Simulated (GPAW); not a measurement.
## STM contrast on ZrSi2P4 monolayer

Wanted: filled- and empty-state images of ZrSi2P4 monolayer, with its work function.

Calculated with GPAW 26.7.0; GPAW, PAW setups; layer in a repeated cell with vacuum, relaxation of atoms and in-plane cell, in the first sound run; inputs show where later runs differ.

## 1. Starting point

The cell holds 7 atoms: 4 P, 2 Si and 1 Zr. Cell: a = 3.480 Å, b = 3.480 Å, c = 26.887 Å, α = 90.0°, β = 90.0°, γ = 120.0°. Vacuum lies along c.

## 2. Relaxation

Forces are removed first; all later runs use this geometry.

run.py

```python
import json
import numpy as np
from ase import Atoms
from ase.filters import FrechetCellFilter
from ase.optimize import BFGS
from gpaw import GPAW, PW

slab = Atoms(
    ['P', 'Si', 'P', 'Zr', 'P', 'Si', 'P'],
    positions=[
        [0.00000, 0.00000, 9.00000],
        [-0.00000, 2.00918, 9.64444],
        [-0.00000, 2.00918, 11.75444],
        [0.00000, 0.00000, 13.44376],
        [-0.00000, 2.00918, 15.13309],
        [-0.00000, 2.00918, 17.24309],
        [0.00000, 0.00000, 17.88753]],
    cell=[[3.48, 0.0, 0.0], [-1.74, 3.01377, 0.0], [0.0, 0.0, 26.8875]],
    pbc=[True, True, True])

slab.calc = GPAW(mode=PW(600), xc='PBE', kpts={'size': (9, 9, 1), 'gamma': True},
                 occupations={'name': 'fermi-dirac', 'width': 0.05}, nbands='200%',
                 convergence={'density': 1e-05}, maxiter=200,
                 symmetry={'tolerance': 1e-3}, txt='slab.txt')
result = {}
# The in-plane cell is free; stress needs a cell that repeats along all three vectors
path = []
opt = BFGS(FrechetCellFilter(slab, mask=[1, 1, 0, 0, 0, 1]), maxstep=0.2)
opt.attach(lambda: path.append((slab.get_potential_energy(), slab.positions.tolist(), slab.get_forces().tolist())))
result['relaxed'] = bool(opt.run(fmax=0.02, steps=45))
result['path'] = path
result['cell'] = slab.cell.tolist()
print('in-plane lattice', slab.cell.cellpar().round(4)[[0, 1, 5]])
energy = slab.get_potential_energy()
fermi = slab.calc.get_fermi_level()
v = slab.calc.get_electrostatic_potential().mean((0, 1)) - fermi
n = slab.calc.get_pseudo_density().mean((0, 1))
L = slab.cell[2, 2]
z = np.arange(len(v)) * L / len(v)
low, high = slab.positions[:, 2].min(), slab.positions[:, 2].max()
below, above = np.interp([low - 6.8, high + 6.8], z, v)
slopes = [np.interp(x, z, np.gradient(v, z)) for x in (low - 6.8, high + 6.8)]
eps = np.array([[slab.calc.get_eigenvalues(k, s) for k in range(len(slab.calc.get_ibz_k_points()))]
                for s in range(slab.calc.get_number_of_spins())]) - fermi
top, bottom = eps[eps < 0].max(), eps[eps > 0].min()
dipole = slab.get_dipole_moment()[2]
print(f'energy {energy:.4f} eV, Fermi level {fermi:.4f} eV, dipole {dipole:.5f} e A')
print(f'potential 6.8 A off the faces, from the Fermi level: lower {below:.4f} eV, upper {above:.4f} eV')
print(f'slope of the potential there: lower {slopes[0]:.5f}, upper {slopes[1]:.5f} eV/A')
print(f'nearest levels on the mesh: {top:.4f} and {bottom:.4f} eV')
print('magnetic moment', round(slab.get_magnetic_moment(), 3))
result.update(energy=energy, fermi=fermi, dipole=dipole, below=below, above=above, slopes=slopes, edges=[top, bottom],
              z=z.tolist(), v=v.tolist(), n=n.tolist(), positions=slab.positions.tolist(),
              forces=slab.get_forces(apply_constraint=False).tolist(), moments=slab.get_magnetic_moments().tolist())
json.dump(result, open('result.json', 'w'))
```

Run with:

```bash
$ OMP_NUM_THREADS=1 OPENBLAS_NUM_THREADS=1 python run.py
```

The program printed:

```text
Step          Energy          fmax
BFGS:    0      -40.082593        3.713953
BFGS:    1      -40.782409        3.137277
BFGS:    2      -42.010075        0.773470
BFGS:    3      -42.044481        0.694995
BFGS:    4      -42.162717        0.481964
BFGS:    5      -42.209122        0.356976
BFGS:    6      -42.220461        0.173488
BFGS:    7      -42.222077        0.065382
BFGS:    8      -42.222320        0.030616
BFGS:    9      -42.222362        0.009728
in-plane lattice [  3.6364   3.6364 120.    ]
energy -42.2171 eV, Fermi level -0.3478 eV, dipole 0.00053 e A
potential 6.8 A off the faces, from the Fermi level: lower 5.5826 eV, upper 5.5814 eV
slope of the potential there: lower 0.00035, upper 0.00027 eV/A
nearest levels on the mesh: -0.0230 and 0.0425 eV
magnetic moment 0.0
```

Run time: 17 min. Hardware: 1 thread of Arm Neoverse V1, shared host; peak memory 0.54 GiB.

This step gave:

```
dipole along the normal                    : 5.32e-4 e·Å
levels nearest the Fermi level on the mesh : -0.02301, 0.04245 eV from the Fermi level
```

The electrostatic potential energy of an electron (without an applied field's), less the Fermi level, planar mean by z:

```csv
z (Å),"electrostatic potential energy of an electron (without an applied field's), less the Fermi level, planar mean (eV)"
0.0,5.58
0.5,5.58
1.0,5.58
1.5,5.58
2.0,5.58
2.5,5.58
3.0,5.58
3.5,5.58
4.0,5.58
4.5,5.58
5.0,5.58
5.5,5.58
6.0,5.56
6.5,5.50
7.0,5.24
7.5,4.11
8.0,-0.256
8.5,-11.0
9.0,-11.7
9.5,-11.6
10.0,-6.45
10.5,0.857
11.0,1.86
11.5,-4.68
12.0,-10.5
12.5,-4.69
13.0,-10.2
13.5,-17.1
14.0,-8.02
14.5,-5.41
15.0,-10.8
15.5,-2.49
16.0,2.19
16.5,-0.278
17.0,-8.52
17.5,-11.2
18.0,-12.6
18.5,-8.46
19.0,1.25
19.5,4.52
20.0,5.33
20.5,5.52
21.0,5.57
21.5,5.58
22.0,5.58
22.5,5.58
23.0,5.58
23.5,5.58
24.0,5.58
24.5,5.58
25.0,5.58
25.5,5.58
26.0,5.58
26.5,5.58
```

Pseudo valence density, planar mean against z:

```csv
z (Å),"pseudo valence density, planar mean (e/Å³)"
5.0,4.9e-5
5.5,2.1e-4
6.0,9.0e-4
6.5,0.00386
7.0,0.0164
7.5,0.0655
8.0,0.192
8.5,0.270
9.0,0.378
9.5,0.292
10.0,0.185
10.5,0.144
11.0,0.166
11.5,0.243
12.0,0.280
12.5,0.349
13.0,0.540
13.5,0.906
14.0,0.451
14.5,0.342
15.0,0.260
15.5,0.230
16.0,0.153
16.5,0.150
17.0,0.197
17.5,0.333
18.0,0.354
18.5,0.265
19.0,0.158
19.5,0.0478
20.0,0.0116
20.5,0.00272
21.0,6.4e-4
21.5,1.5e-4
22.0,3.5e-5
```

The relaxation lowered the energy of the cell by 2.14 eV (energies extrapolated to zero smearing; the optimiser's log prints free energies). The largest force left on a free atom is 0.0097 eV/Å.

## 3. The slab's potential

The work function is the vacuum plateau of the electrostatic potential less the Fermi level; a dipole layer lets the two faces have plateaus of their own.

This step: GPAW, PAW setups; slab in vacuum (GPAW 26.7.0).

The cell differs from the one that the last finished run ended in (c 26.887 → 27.556 Å).

run.py

```python
import json
import numpy as np
from ase import Atoms
from ase.dft.stm import STM
from gpaw import GPAW, PW

slab = Atoms(
    ['P', 'Si', 'P', 'Zr', 'P', 'Si', 'P'],
    positions=[
        [-0.00000, 0.00000, 9.00000],
        [-0.00000, 2.09945, 9.97579],
        [-0.00000, 2.09945, 12.22800],
        [0.00000, 0.00000, 13.77789],
        [-0.00000, 2.09945, 15.32779],
        [-0.00000, 2.09945, 17.57999],
        [0.00000, -0.00000, 18.55579]],
    cell=[[3.63636, -0.0, 0.0], [-1.81818, 3.14918, 0.0], [0.0, 0.0, 27.5558]],
    pbc=[True, True, False])

slab.calc = GPAW(mode=PW(400), xc='PBE', kpts={'size': (9, 9, 1), 'gamma': True},
                 occupations={'name': 'fermi-dirac', 'width': 0.05}, nbands='200%',
                 convergence={'density': 1e-05}, maxiter=200,
                 poissonsolver={'dipolelayer': 'xy'},
                 symmetry={'tolerance': 1e-3}, txt='slab.txt')
result = {}
energy = slab.get_potential_energy()
fermi = slab.calc.get_fermi_level()
v = slab.calc.get_electrostatic_potential().mean((0, 1)) - fermi
n = slab.calc.get_pseudo_density().mean((0, 1))
L = slab.cell[2, 2]
z = np.arange(len(v)) * L / len(v)
low, high = slab.positions[:, 2].min(), slab.positions[:, 2].max()
below, above = np.interp([low - 6.8, high + 6.8], z, v)
slopes = [np.interp(x, z, np.gradient(v, z)) for x in (low - 6.8, high + 6.8)]
eps = np.array([[slab.calc.get_eigenvalues(k, s) for k in range(len(slab.calc.get_ibz_k_points()))]
                for s in range(slab.calc.get_number_of_spins())]) - fermi
top, bottom = eps[eps < 0].max(), eps[eps > 0].min()
dipole = slab.get_dipole_moment()[2]
print(f'energy {energy:.4f} eV, Fermi level {fermi:.4f} eV, dipole {dipole:.5f} e A')
print(f'potential 6.8 A off the faces, from the Fermi level: lower {below:.4f} eV, upper {above:.4f} eV')
print(f'slope of the potential there: lower {slopes[0]:.5f}, upper {slopes[1]:.5f} eV/A')
print(f'nearest levels on the mesh: {top:.4f} and {bottom:.4f} eV')
print('magnetic moment', round(slab.get_magnetic_moment(), 3))
result.update(energy=energy, fermi=fermi, dipole=dipole, below=below, above=above, slopes=slopes, edges=[top, bottom],
              z=z.tolist(), v=v.tolist(), n=n.tolist(), positions=slab.positions.tolist(),
              forces=slab.get_forces(apply_constraint=False).tolist(), moments=slab.get_magnetic_moments().tolist())

# Images need the states of the whole zone, up to time reversal
slab.calc = slab.calc.fixed_density(symmetry={'point_group': False}, txt='states.txt', nbands='320%',
                                    convergence={'bands': 'CBM+2.3'})
stm = STM(slab)
result['stm'] = []
for bias in [-1.5, 2.0]:
    height = high + 3.5
    current = stm.get_averaged_current(bias, height)
    x, y, h = stm.scan(bias, current)
    i, f = divmod(height / L * stm.ldos.shape[2], 1)
    I = abs((1 - f) * stm.ldos[:, :, int(i)] + f * stm.ldos[:, :, int(i) + 1])
    print(f'bias {bias} V: mean current at 3.5 A {current:.4e}, corrugation {np.ptp(h):.4f} A')
    result['stm'].append(dict(bias=bias, current=current, h=(h - high).tolist(), I=I.tolist()))
json.dump(result, open('result.json', 'w'))
```

The program printed:

```text
energy -42.1456 eV, Fermi level -0.4750 eV, dipole -0.00026 e A
potential 6.8 A off the faces, from the Fermi level: lower 5.5803 eV, upper 5.5845 eV
slope of the potential there: lower 0.00004, upper -0.00004 eV/A
nearest levels on the mesh: -0.0236 and 0.0424 eV
magnetic moment 0.0
bias -1.5 V: mean current at 3.5 A 2.3091e-05, corrugation 0.3815 A
bias 2.0 V: mean current at 3.5 A 7.2438e-06, corrugation 0.1594 A
```

Wall time 5.3 min (1 thread); peak memory 0.62 GiB.

Numbers from this step:

```
dipole along the normal                    : -2.63e-4 e·Å
levels nearest the Fermi level on the mesh : -0.02363, 0.04244 eV from the Fermi level
upper work function                        : 5.585 eV
lower work function                        : 5.580 eV
corrugation -1.5                           : 0.3815 Å
corrugation 2                              : 0.1594 Å
```

The electrostatic potential energy of an electron (without an applied field's), less the Fermi level, planar mean oscillates, so the rows of the table below give means over windows of 1.72 Å about each position, cut where the curve ends. Its maxima inside the range that stand out by 2 % of the span (Å: eV): 9.6: -10.7, 11.2: 2.25, 12.9: -4.60, 14.6: -4.60, 16.4: 2.25, 18.0: -10.7. Its minima: 9.0: -13.5, 9.9: -11.7, 12.3: -10.9, 13.8: -17.3, 15.3: -10.9, 17.7: -11.7, 18.5: -13.5.

Table of electrostatic potential energy of an electron (without an applied field's), less the Fermi level, planar mean by z; means over each step:

```csv
z (Å),"electrostatic potential energy of an electron (without an applied field's), less the Fermi level, planar mean (eV)"
0.86,5.58
2.58,5.58
4.30,5.58
6.02,5.56
7.74,3.08
9.46,-10.9
11.18,-1.23
12.90,-9.31
14.62,-9.48
16.34,-1.29
18.06,-10.9
19.78,2.84
21.50,5.56
23.22,5.58
24.94,5.58
26.66,5.58
```

The pseudo valence density, planar mean by z:

```csv
z (Å),"pseudo valence density, planar mean (e/Å³)"
5,1.9e-5
6,3.4e-4
7,0.00640
8,0.0988
9,0.292
10,0.240
11,0.141
12,0.249
13,0.370
14,0.785
15,0.325
16,0.202
17,0.164
18,0.375
19,0.246
20,0.0307
21,0.00176
22,9.4e-5
23,5.3e-6
```

Tip height over the top atom over a1 and a2. Sample bias -1.5 V, constant current at the mean current 3.5 Å over the top atom.

Ten even steps from '0' (3.31 Å) to '9' (3.69 Å):
```
998765321123567899
987754211124577899
877542111124577888
765431000134567777
654210000124566776
432100000123455655
321100001123344443
211100011122233322
111111111111111111
222232222111111111
334444332110000112
455555432110001123
667766543110011345
777776543110113456
888877643111134677
999877542111245778
999876532112356789
999876432123467899
```
Columns: a1 from 0 to 0.944; rows upwards: a2 from 0 to 0.944.

Local density of states summed over the bias window over a1 and a2. Sample bias -1.5 V, constant height 3.5 Å over the top atom.

Ten even steps from '_' (1.44 × 1e-5 arbitrary) to '@' (4.19 × 1e-5 arbitrary):
```
@@@@%%**++--::..____..::--++**%%@@@@
%%%%**++--::..______..::--++**%%%%@@
##**++==::..________..::==++**##%%%%
**++--::..__________..::--++********
==--::..____________..::--==++++++++
--::..______________..::----======--
....________________....::::::::::::
..__________________................
______________________............__
..................__________________
..::::::::::::......____________....
------==------::....__________....::
==++++++++==--::....________....::--
**********++==::....______....::==++
##%%%%##**++==::....____....::==++**
%%@@%%%%**++==::....__....::==++**%%
@@@@@@%%**++--::..____..::--++**%%@@
@@@@%%##**==--....__....--==**##%%@@
```
Columns: a1 from 0 to 0.944; rows upwards: a2 from 0 to 0.944.

Tip height over the top atom over a1 and a2. Sample bias 2 V, constant current at the mean current 3.5 Å over the top atom.

Ten even steps from '_' (3.41 Å) to '@' (3.57 Å):
```
@@@@%%##**++==--::::--==++**##%%@@@@
@@%%##**++==--::..::--==++**##%%@@@@
%%##**++==::........::==++**##%%%%%%
##**++==::..______..::==++**##%%%%%%
**++==::..________..::==++**########
++==--..__________..--==++**********
==--::..________..::--==++++****++++
--::....______....::--==++++++++++==
--::::........::::--====++++++++====
------::::::------======++++++======
======================++++++++======
++++++++++++++++++++++++++++++++++++
**************++++++++++++++++++++**
############****++++++++++++++****##
%%%%%%%%%%##****++++====++++****##%%
@@@@@@%%%%##**++++======++++**##%%%%
@@@@@@%%%%##**++========++**##%%%%@@
@@@@@@%%##**++==------==++**##%%@@@@
```
Columns: a1 from 0 to 0.944; rows upwards: a2 from 0 to 0.944.

Local density of states summed over the bias window over a1 and a2. Sample bias 2 V, constant height 3.5 Å over the top atom.

Ten even steps from '_' (6.09 × 1e-6 arbitrary) to '@' (8.60 × 1e-6 arbitrary):
```
@@@@%%##++==--::::::::--==++##%%@@@@
@@%%##**==--::......::--==**##%%@@@@
%%##**==--::..____..::--==**##%%%%%%
##++==--::..______..::--==++########
++==--::..________..::--==++********
==--::..__________..::--==++++**++++
--::..____________..::--==++++++++==
::::..__________..::::--====++====--
::::............::::----========----
::::::::::::::::::----==========----
--------------------============----
====================================
++++****++++++++================++++
##########**++++++==========++++++**
%%%%%%%%##****++============++****##
@@@@@@%%##**++++==------==++++**##%%
@@@@@@%%##**++==--------==++**##%%@@
@@@@@@%%##++==--::::::--==++##%%@@@@
```
Columns: a1 from 0 to 0.944; rows upwards: a2 from 0 to 0.944.

The potential is flat to 4.0e-5 eV/Å where it is read, so the vacuum is wide enough.

## 4. A changed run

One more run, with changed settings.

run.py, as its differences from that of step 3:

```diff
@@ -3,3 +3,2 @@
 from ase import Atoms
-from ase.dft.stm import STM
 from gpaw import GPAW, PW
@@ -20,4 +19,4 @@
 slab.calc = GPAW(mode=PW(400), xc='PBE', kpts={'size': (9, 9, 1), 'gamma': True},
-                 occupations={'name': 'fermi-dirac', 'width': 0.05}, nbands='200%',
-                 convergence={'density': 1e-05}, maxiter=200,
+                 occupations={'name': 'fermi-dirac', 'width': 2.0}, nbands='200%',
+                 convergence={'density': 1e-05}, maxiter=50,
                  poissonsolver={'dipolelayer': 'xy'},
@@ -46,16 +45,2 @@
               forces=slab.get_forces(apply_constraint=False).tolist(), moments=slab.get_magnetic_moments().tolist())
-
-# Images need the states of the whole zone, up to time reversal
-slab.calc = slab.calc.fixed_density(symmetry={'point_group': False}, txt='states.txt', nbands='320%',
-                                    convergence={'bands': 'CBM+2.3'})
-stm = STM(slab)
-result['stm'] = []
-for bias in [-1.5, 2.0]:
-    height = high + 3.5
-    current = stm.get_averaged_current(bias, height)
-    x, y, h = stm.scan(bias, current)
-    i, f = divmod(height / L * stm.ldos.shape[2], 1)
-    I = abs((1 - f) * stm.ldos[:, :, int(i)] + f * stm.ldos[:, :, int(i) + 1])
-    print(f'bias {bias} V: mean current at 3.5 A {current:.4e}, corrugation {np.ptp(h):.4f} A')
-    result['stm'].append(dict(bias=bias, current=current, h=(h - high).tolist(), I=I.tolist()))
 json.dump(result, open('result.json', 'w'))
```

The program printed:

```text
gpaw.KohnShamConvergenceError
```

Run time: 4.7 min. Hardware: 1 thread; peak memory 0.26 GiB.

No converged result was reached; the numbers in the log don't describe the system.

The fault put into the input: a smearing of electronvolts, under a cap of 50 iterations, which ended the run (width = 2.0).

## 5. Outcome

* work function, both faces: 5.58 eV
* dipole along the normal: -2.6e-4 e Å
* corrugation at -1.5 V: 0.382 Å
* corrugation at 2 V: 0.159 Å

What this shows: The corrugation at constant current is largest at -1.5 V, where the tip height varies by 0.38 Å over the cell. Negative sample bias images filled states, positive bias empty ones. The images are of Tersoff-Hamann type: an s-wave tip, no tip-sample forces, heights closer than in a microscope. The starting lattice was a guess from atomic radii; the relaxation moved it by 4 %. The small printed dipole stands for a step of 4.2 meV from the lower to the upper face, and the probes find 4.2 meV; values this small are near the numerical noise of both. The layer's cell and atoms come from the relaxation; spin-orbit coupling and temperature are left out.

[Logs are printed without paths, hosts, clocks, repeated set-up lines and the standing remarks that a program may print on its own settings, such as how far it seeks lower states.]

[Hosts, paths, dates, database ids (printed as entryN), source tags and the programs' standing remarks are cut or masked in the printed files.]
